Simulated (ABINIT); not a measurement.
# Beyond one shot: CaO (Fm-3m), part 3 of 3

Wanted: G0W0 and self-consistent gaps of CaO (Fm-3m), with the cost of the cycles.

ABINIT 10.8.3; PBE and many-body steps on it, plane waves. Known limits of the many-body steps: not at the basis limit; coarse k mesh.

So far. Step 11 (evGW, cycle 1): Against G0W0 in ABINIT (4×4×4 mesh, 41 bands, screening to 130.6 eV, Godby-Needs plasmon pole), the gap moves by +1.047 eV. Step 14 (evGW, cycle 2): Against the cycle before, the gap moves by +0.116 eV.

### Step 15. Screening, 4×4×4 mesh, 41 bands, screening to 130.6 eV

This step: RPA screening on PBE, plane waves, norm-conserving pseudopotentials.

run.abi

```
acell 3*1.0 Angstrom
rprim 
  -0.000000000000 2.403555696000 2.403555696000
  2.403555696000 -0.000000000000 2.403555696000
  2.403555696000 2.403555696000 -0.000000000000
ntypat 2
znucl 20 8
natom 2
typat 1 2
xred 
  0.000000000000 0.000000000000 0.000000000000
  0.500000000000 0.500000000000 0.500000000000
pp_dirpath "pseudos"
pseudos "Ca.upf, O.upf"
ecut 36
ngkpt 4 4 4
nshiftk 1
shiftk 0 0 0
kptopt 1
chksymbreak 0
istwfk *1
occopt 1
irdwfk 1
optdriver 3
nband 41
ecuteps 4.8
inclvkb 2
awtr 1
symchi 1
gwcalctyp 10
mbpt_sciss 3.628 eV
nqptdm 1
qptdm 
  0 0 0
indata_prefix "in"
outdata_prefix "out"
tmpdata_prefix "tmp"
```

Command:

```sh
> OMP_NUM_THREADS=1 mpirun -n 4 abinit run.abi > log
```

Numbers of over 12 decimals in the logs are rounded to 6 here.

What it wrote:

```text
.Version 10.8.3 of ABINIT. v10.8.2 released Aug 2026.

 Symmetries : space group Fm -3 m (#225); Bravais cF (face-center cubic)
[... echo of the input left out ...]
== DATASET  1 ==================================================================
-   mpi_nproc: 4, omp_nthreads: 1 (-1 if OMP is not activated)

--- !DatasetInfo
iteration_state: {dtset: 1, }
dimensions: {natom: 2, nkpt: 8, mband: 41, nsppol: 1, nspinor: 1, nspden: 1, mpw: 1964, }
cutoff_energies: {ecut:  36.0, pawecutdg:  -1.0, }
[...]
[... chi0 elements left out ...]
 For q-point:  0.000010 0.000020 0.000030
  dielectric constant =   2.9091
  dielectric constant without local fields =   3.1394

  Average fulfillment of the sum rule on Im[epsilon] for q-point    1 :     52.89  [%]
[... wings left out ...]
== END DATASET(S) ==============================================================
================================================================================

 -outvars: echo values of variables after computation  --------
           etotal      0.0000000000E+00
            nband          41
             nkpt           8
          spgroup         225
 [... the other variables as echoed above ...]

 Calculation completed.
```

The job ended after 2.7 s (4 MPI ranks of Arm Neoverse V1, shared host; peak memory 0.11 GiB).

This step gave:

```
ε∞ with local fields, on this mesh, along the program's q direction : 2.909
the same without local fields                                       : 3.139
plasma frequency                                                    : 28.19 eV
plane waves in the screening matrix                                 : 113
```

This screening uses the functional's bands under a rigid shift, the mean opening of the cycle before.

### Step 16. Screening, 4×4×4 mesh, 41 bands, screening to 130.6 eV

This step: RPA screening on PBE from quasiparticle energies, plane waves, norm-conserving pseudopotentials.

Edit run.abi of step 15 so:

```diff
@@ -29,7 +29,13 @@
 symchi 1
+irdqps 1
 gwcalctyp 10
-mbpt_sciss 3.628 eV
-nqptdm 1
+nqptdm 7
 qptdm 
-  0 0 0
+  0.2500000000 0.0000000000 0.0000000000
+  0.5000000000 0.0000000000 0.0000000000
+  0.2500000000 0.2500000000 0.0000000000
+  0.5000000000 0.2500000000 0.0000000000
+  -0.2500000000 0.2500000000 0.0000000000
+  0.5000000000 0.5000000000 0.0000000000
+  -0.2500000000 0.5000000000 0.2500000000
 indata_prefix "in"
```

mrgscr.stdin

```
2
merged
q0_SCR
out_SCR
1
```

Command:

```sh
> OMP_NUM_THREADS=1 mpirun -n 4 abinit run.abi > log; mrgscr < mrgscr.stdin
```

What it wrote:

```text
.Version 10.8.3 of ABINIT. v10.8.2 released Aug 2026.

 Symmetries : space group Fm -3 m (#225); Bravais cF (face-center cubic)
[... echo of the input left out ...]
== DATASET  1 ==================================================================
-   mpi_nproc: 4, omp_nthreads: 1 (-1 if OMP is not activated)

--- !DatasetInfo
iteration_state: {dtset: 1, }
dimensions: {natom: 2, nkpt: 8, mband: 41, nsppol: 1, nspinor: 1, nspden: 1, mpw: 1964, }
cutoff_energies: {ecut:  36.0, pawecutdg:  -1.0, }
[...]
q-point number  1        q = ( 0.250000, 0.000000, 0.000000) [r.l.u.]
--------------------------------------------------------------------------------
[... chi0 elements left out ...]
  Average fulfillment of the sum rule on Im[epsilon] for q-point    2 :     79.06  [%]

--------------------------------------------------------------------------------
  q-point number  2        q = ( 0.500000, 0.000000, 0.000000) [r.l.u.]
--------------------------------------------------------------------------------
[... chi0 elements left out ...]
  Average fulfillment of the sum rule on Im[epsilon] for q-point    3 :     68.78  [%]

 [... 5 further q-points ...]
```

Run time: 5.2 s. Hardware: 4 MPI ranks; peak memory 0.4 GiB; 21 s of CPU time.

This step gave:

| Property | Result |
| --- | --- |
| plasma frequency | 28.19 eV |
| plane waves in the screening matrix | 113 |

This screening reads the quasiparticle levels of the cycle before.

### Step 17. evGW, cycle 3

This step: evGW on PBE, plane waves, norm-conserving pseudopotentials.

Edit run.abi of step 16 so:

```diff
@@ -23,12 +23,10 @@
 irdwfk 1
-optdriver 3
+optdriver 4
 nband 41
-ecuteps 4.8
-inclvkb 2
-awtr 1
-symchi 1
-irdqps 1
 gwcalctyp 10
-nqptdm 7
-qptdm 
+ecutsigx 36
+symsigma 1
+nkptgw 8
+kptgw 
+  0.0000000000 0.0000000000 0.0000000000
   0.2500000000 0.0000000000 0.0000000000
@@ -40,2 +38,15 @@
   -0.2500000000 0.5000000000 0.2500000000
+bdgw 
+  1 14
+  1 14
+  1 14
+  1 14
+  1 14
+  1 14
+  1 14
+  1 14
+ecuteps 4.8
+irdscr 1
+ppmodel 1
+irdqps 1
 indata_prefix "in"
```

Command:

```sh
> OMP_NUM_THREADS=1 mpirun -n 4 abinit run.abi > log
```

What it wrote:

```text
.Version 10.8.3 of ABINIT. v10.8.2 released Aug 2026.

 Symmetries : space group Fm -3 m (#225); Bravais cF (face-center cubic)
[... echo of the input left out ...]
== DATASET  1 ==================================================================
-   mpi_nproc: 4, omp_nthreads: 1 (-1 if OMP is not activated)

--- !DatasetInfo
iteration_state: {dtset: 1, }
dimensions: {natom: 2, nkpt: 8, mband: 41, nsppol: 1, nspinor: 1, nspden: 1, mpw: 1964, }
cutoff_energies: {ecut:  36.0, pawecutdg:  -1.0, }
[...]
.  kptgw no:  3; Maximum DeltaE = (   0.117   0.000) for band index: 10
[...]
.  kptgw no:  7; Maximum DeltaE = (  -0.082   0.088) for band index:  1
.  kptgw no:  8; Maximum DeltaE = (   0.070   0.141) for band index:  1

== END DATASET(S) ==============================================================
================================================================================

 -outvars: echo values of variables after computation  --------
           etotal      0.0000000000E+00
            nband          41
             nkpt           8
          spgroup         225
 [... the other variables as echoed above ...]

 Calculation completed.
```

Wall time 23 s (4 MPI ranks); peak memory 0.78 GiB.

Numbers from this step:

```
quasiparticle gap on the mesh                         : 6.904 eV
gap of the density functional on the mesh             : 3.662 eV
k of the valence top                                  : 0, 0, 0
k of the conduction bottom                            : 0.5, 0.5, 0
least direct quasiparticle gap on the computed points : 7.086 eV
```

Against the cycle before, the gap moves by +0.021 eV.

### Step 18. Screening, 4×4×4 mesh, 41 bands, screening to 130.6 eV

This step: RPA screening on PBE, plane waves, norm-conserving pseudopotentials.

run.abi

```
acell 3*1.0 Angstrom
rprim 
  -0.000000000000 2.403555696000 2.403555696000
  2.403555696000 -0.000000000000 2.403555696000
  2.403555696000 2.403555696000 -0.000000000000
ntypat 2
znucl 20 8
natom 2
typat 1 2
xred 
  0.000000000000 0.000000000000 0.000000000000
  0.500000000000 0.500000000000 0.500000000000
pp_dirpath "pseudos"
pseudos "Ca.upf, O.upf"
ecut 36
ngkpt 4 4 4
nshiftk 1
shiftk 0 0 0
kptopt 1
chksymbreak 0
istwfk *1
occopt 1
irdwfk 1
optdriver 3
nband 41
ecuteps 4.8
inclvkb 2
awtr 1
symchi 1
gwcalctyp 10
mbpt_sciss 3.648 eV
nqptdm 1
qptdm 
  0 0 0
indata_prefix "in"
outdata_prefix "out"
tmpdata_prefix "tmp"
```

What it wrote:

```text
.Version 10.8.3 of ABINIT. v10.8.2 released Aug 2026.

 Symmetries : space group Fm -3 m (#225); Bravais cF (face-center cubic)
[... echo of the input left out ...]
== DATASET  1 ==================================================================
-   mpi_nproc: 4, omp_nthreads: 1 (-1 if OMP is not activated)

--- !DatasetInfo
iteration_state: {dtset: 1, }
dimensions: {natom: 2, nkpt: 8, mband: 41, nsppol: 1, nspinor: 1, nspden: 1, mpw: 1964, }
cutoff_energies: {ecut:  36.0, pawecutdg:  -1.0, }
[...]
[... chi0 elements left out ...]
 For q-point:  0.000010 0.000020 0.000030
  dielectric constant =   2.9063
  dielectric constant without local fields =   3.1362

  Average fulfillment of the sum rule on Im[epsilon] for q-point    1 :     52.92  [%]
[... wings left out ...]
== END DATASET(S) ==============================================================
================================================================================

 -outvars: echo values of variables after computation  --------
           etotal      0.0000000000E+00
            nband          41
             nkpt           8
          spgroup         225
 [... the other variables as echoed above ...]

 Calculation completed.
```

The job ended after 2.7 s (4 MPI ranks; peak memory 0.11 GiB).

This step gave:

| Property | Result |
| --- | --- |
| ε∞ with local fields, on this mesh, along the program's q direction | 2.906 |
| the same without local fields | 3.136 |
| plasma frequency | 28.19 eV |
| plane waves in the screening matrix | 113 |

This screening uses the functional's bands under a rigid shift, the mean opening of the cycle before.

### Step 19. Screening, 4×4×4 mesh, 41 bands, screening to 130.6 eV

This step: RPA screening on PBE from quasiparticle energies, plane waves, norm-conserving pseudopotentials.

Edit run.abi of step 18 so:

```diff
@@ -29,7 +29,13 @@
 symchi 1
+irdqps 1
 gwcalctyp 10
-mbpt_sciss 3.648 eV
-nqptdm 1
+nqptdm 7
 qptdm 
-  0 0 0
+  0.2500000000 0.0000000000 0.0000000000
+  0.5000000000 0.0000000000 0.0000000000
+  0.2500000000 0.2500000000 0.0000000000
+  0.5000000000 0.2500000000 0.0000000000
+  -0.2500000000 0.2500000000 0.0000000000
+  0.5000000000 0.5000000000 0.0000000000
+  -0.2500000000 0.5000000000 0.2500000000
 indata_prefix "in"
```

mrgscr.stdin is that of step 16.

Command:

```sh
> OMP_NUM_THREADS=1 mpirun -n 4 abinit run.abi > log; mrgscr < mrgscr.stdin
```

What it wrote:

```text
.Version 10.8.3 of ABINIT. v10.8.2 released Aug 2026.

 Symmetries : space group Fm -3 m (#225); Bravais cF (face-center cubic)
[... echo of the input left out ...]
== DATASET  1 ==================================================================
-   mpi_nproc: 4, omp_nthreads: 1 (-1 if OMP is not activated)

--- !DatasetInfo
iteration_state: {dtset: 1, }
dimensions: {natom: 2, nkpt: 8, mband: 41, nsppol: 1, nspinor: 1, nspden: 1, mpw: 1964, }
cutoff_energies: {ecut:  36.0, pawecutdg:  -1.0, }
[...]
q-point number  1        q = ( 0.250000, 0.000000, 0.000000) [r.l.u.]
--------------------------------------------------------------------------------
[... chi0 elements left out ...]
  Average fulfillment of the sum rule on Im[epsilon] for q-point    2 :     79.14  [%]

--------------------------------------------------------------------------------
  q-point number  2        q = ( 0.500000, 0.000000, 0.000000) [r.l.u.]
--------------------------------------------------------------------------------
[... chi0 elements left out ...]
  Average fulfillment of the sum rule on Im[epsilon] for q-point    3 :     68.83  [%]

 [... 5 further q-points ...]
```

The job ended after 5.2 s (4 MPI ranks; peak memory 0.4 GiB).

This step gave:

| Quantity | Value |
| --- | --- |
| plasma frequency | 28.19 eV |
| plane waves in the screening matrix | 113 |

This screening reads the quasiparticle levels of the cycle before.

### Step 20. evGW, cycle 4

This step: evGW on PBE, plane waves, norm-conserving pseudopotentials.

Edit run.abi of step 19 so:

```diff
@@ -23,12 +23,10 @@
 irdwfk 1
-optdriver 3
+optdriver 4
 nband 41
-ecuteps 4.8
-inclvkb 2
-awtr 1
-symchi 1
-irdqps 1
 gwcalctyp 10
-nqptdm 7
-qptdm 
+ecutsigx 36
+symsigma 1
+nkptgw 8
+kptgw 
+  0.0000000000 0.0000000000 0.0000000000
   0.2500000000 0.0000000000 0.0000000000
@@ -40,2 +38,15 @@
   -0.2500000000 0.5000000000 0.2500000000
+bdgw 
+  1 14
+  1 14
+  1 14
+  1 14
+  1 14
+  1 14
+  1 14
+  1 14
+ecuteps 4.8
+irdscr 1
+ppmodel 1
+irdqps 1
 indata_prefix "in"
```

Command:

```sh
> OMP_NUM_THREADS=1 mpirun -n 4 abinit run.abi > log
```

What it wrote:

```text
.Version 10.8.3 of ABINIT. v10.8.2 released Aug 2026.

 Symmetries : space group Fm -3 m (#225); Bravais cF (face-center cubic)
[... echo of the input left out ...]
== DATASET  1 ==================================================================
-   mpi_nproc: 4, omp_nthreads: 1 (-1 if OMP is not activated)

--- !DatasetInfo
iteration_state: {dtset: 1, }
dimensions: {natom: 2, nkpt: 8, mband: 41, nsppol: 1, nspinor: 1, nspden: 1, mpw: 1964, }
cutoff_energies: {ecut:  36.0, pawecutdg:  -1.0, }
[...]
.  kptgw no:  3; Maximum DeltaE = (   0.138  -0.048) for band index:  1
[...]
.  kptgw no:  7; Maximum DeltaE = (   0.034   0.093) for band index:  1
.  kptgw no:  8; Maximum DeltaE = (  -0.082   0.065) for band index:  1

== END DATASET(S) ==============================================================
================================================================================

 -outvars: echo values of variables after computation  --------
           etotal      0.0000000000E+00
            nband          41
             nkpt           8
          spgroup         225
 [... the other variables as echoed above ...]

 Calculation completed.
```

It took 23 s on 4 MPI ranks; peak memory 0.78 GiB.

This step gave:

| Quantity | Value |
| --- | --- |
| quasiparticle gap on the mesh | 6.907 eV |
| gap of the density functional on the mesh | 3.662 eV |
| k of the valence top | 0, 0, 0 |
| k of the conduction bottom | 0.5, 0.5, 0 |
| least direct quasiparticle gap on the computed points | 7.09 eV |

Against the cycle before, the gap moves by +0.003 eV.

### Step 21. The runs together

Times are wall times on 4 MPI ranks of Arm Neoverse V1, shared host, good to a factor of about two. A run's time includes the screening step that it read.

| run | mesh | bands | screening cutoff (eV) | DFT gap (eV) | gap on the mesh (eV) | direct (eV) | ε∞ used | time |
| --- | --- | --- | --- | --- | --- | --- | --- | --- |
| G0W0 | 4×4×4 | 41 | 130.6 | 3.662 | 5.720 | 6.048 | 3.67 | 9.3 s |
| evGW0, cycle 1 | 4×4×4 | 41 | 130.6 | 3.662 | 6.125 | 6.327 | 3.67 | 29 s |
| evGW0, cycle 2 | 4×4×4 | 41 | 130.6 | 3.662 | 6.078 | 6.318 | 3.67 | 29 s |
| evGW0, cycle 3 | 4×4×4 | 41 | 130.6 | 3.662 | 6.067 | 6.306 | 3.67 | 29 s |
| evGW0, cycle 4 | 4×4×4 | 41 | 130.6 | 3.662 | 6.070 | 6.309 | 3.67 | 29 s |
| evGW, cycle 1 | 4×4×4 | 41 | 130.6 | 3.662 | 6.767 | 6.968 | 3.04 | 32 s |
| evGW, cycle 2 | 4×4×4 | 41 | 130.6 | 3.662 | 6.883 | 7.068 | 2.93 | 32 s |
| evGW, cycle 3 | 4×4×4 | 41 | 130.6 | 3.662 | 6.904 | 7.086 | 2.91 | 31 s |
| evGW, cycle 4 | 4×4×4 | 41 | 130.6 | 3.662 | 6.907 | 7.090 | 2.91 | 31 s |

### Step 22. What came out

* G0W0: 5.720 eV
* evGW0, cycle 1: 6.125 eV
* evGW0, cycle 2: 6.078 eV
* evGW0, cycle 3: 6.067 eV
* evGW0, cycle 4: 6.070 eV
* evGW, cycle 1: 6.767 eV
* evGW, cycle 2: 6.883 eV
* evGW, cycle 3: 6.904 eV
* evGW, cycle 4: 6.907 eV
* known limits: not at the basis limit; coarse k mesh

Only the bands that the input lists are updated; the others, empty or deep, keep the functional's energies or take a rigid shift. The evGW loop starts from the last levels of evGW0, so its cycles and time come on top of those. evGW0 ends at 6.07 eV, +0.35 eV from G0W0, after 4 cycles that took 93 s beside the first screening; the last moved the gap by 0.003 eV. evGW ends at 6.91 eV, +1.19 eV from G0W0, after 4 cycles that took 2.1 min beside the first screening; the last moved the gap by 0.003 eV. The first cycle of evGW0 takes the full correction, without the factor Z, so it overshoots the one-shot value. Bands and cutoff are finite, so the gap is not at the basis limit. The miss can reach some tenths of an eV and take either sign; the mesh is an error of its own. The 4×4×4 mesh is coarse for this cell, which bears on the long-range parts of exchange and screening. In the updated screening the q = 0 part is built from Kohn-Sham bands under a rigid shift, the other q from the quasiparticle levels.

[Paths, hosts, dates, memory and timing lines, banners, echoed tables and standing remarks are left out of the program output.]

[Logs are printed without paths, hosts, clocks, repeated set-up lines and the standing remarks that a program may print on its own settings, such as how far it seeks lower states.]

[Runs of the session that timed out or met a known fault of the program may be left out.]

[Hosts, paths, dates, database ids (printed as entryN), source tags and the programs' standing remarks are cut or masked in the printed files.]

[G0W0 gaps are taken among the corrected bands and points alone; a level outside them can change the order at an edge.]

[Where Ansatz stands beside ABINIT at settings called matched, ABINIT's density can come from a denser mesh and the files from another edition; pairs whose starting gaps differed by over 0.03 eV were left out, so agreement reads better than it is.]
